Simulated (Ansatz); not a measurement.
An input for Ansatz 0.2.0 (Selenium (P3_121, 3 atoms a cell)):

```yaml
crystal:
  lattice:
    - [4.3662, 0.0, 0.0]
    - [-2.1831, 3.781240118, 0.0]
    - [0.0, 0.0, 4.9536]
  atoms:
    - { symbol: Se, position: [0.2254, 0.0, 0.3333333333] }
    - { symbol: Se, position: [0.0, 0.2254, 0.6666666667] }
    - { symbol: Se, position: [0.7746, 0.7746, 0.0] }
kpoints:
  mp_grid: { grid: [6, 6, 4] }
hamiltonian:
  xc: pbe
  pseudopotentials: { kind: paw, azcp: { folder: soft_1 } }
scf:
  occupations: { method: fixed }
gw:
  n_empty_bands: 86
  ecut_chi: 60
  qp_bands: [v2, c2]
  qp_kpoints: band_edges
  screening: { model: contour_deformation }
```

```sh
ansatz run input.yaml --threads 3 --pin off --max-ram 92160MiB --backend cuda --events-out ev --progress --plain --runs-dir out --devices 1 --max-vram 13GiB
```

**Question.** How long will it take on 1 × NVIDIA H100 80GB HBM3 (shared by 6 runs) with 3 threads of AMD EPYC 7R13 (Zen 3), shared host, and how much memory?

It took 22 s; on shared hardware allow 11 s to 43 s. Peak host memory was 1.1 GiB. The sizes that set the cost: 1583 plane waves a state, 24 irreducible k points, 110 bands summed, 85 plane waves in the screening and 7 SCF cycles.

The screening grows as filled bands × empty bands × pairs of k points, times the square of the screening basis for the matrix.

[Paths, hosts, dates, memory and timing lines, banners, echoed tables and standing remarks are left out of the program output.]

[Logs are printed without paths, hosts, clocks, repeated set-up lines and the standing remarks that a program may print on its own settings, such as how far it seeks lower states.]

[Runs of the session that timed out or met a known fault of the program may be left out.]

[Cells called generated may have been cut or substituted from an entry of the Crystallography Open Database or the Materials Project.]

[Hosts, paths, dates, database ids (printed as entryN), source tags and the programs' standing remarks are cut or masked in the printed files.]
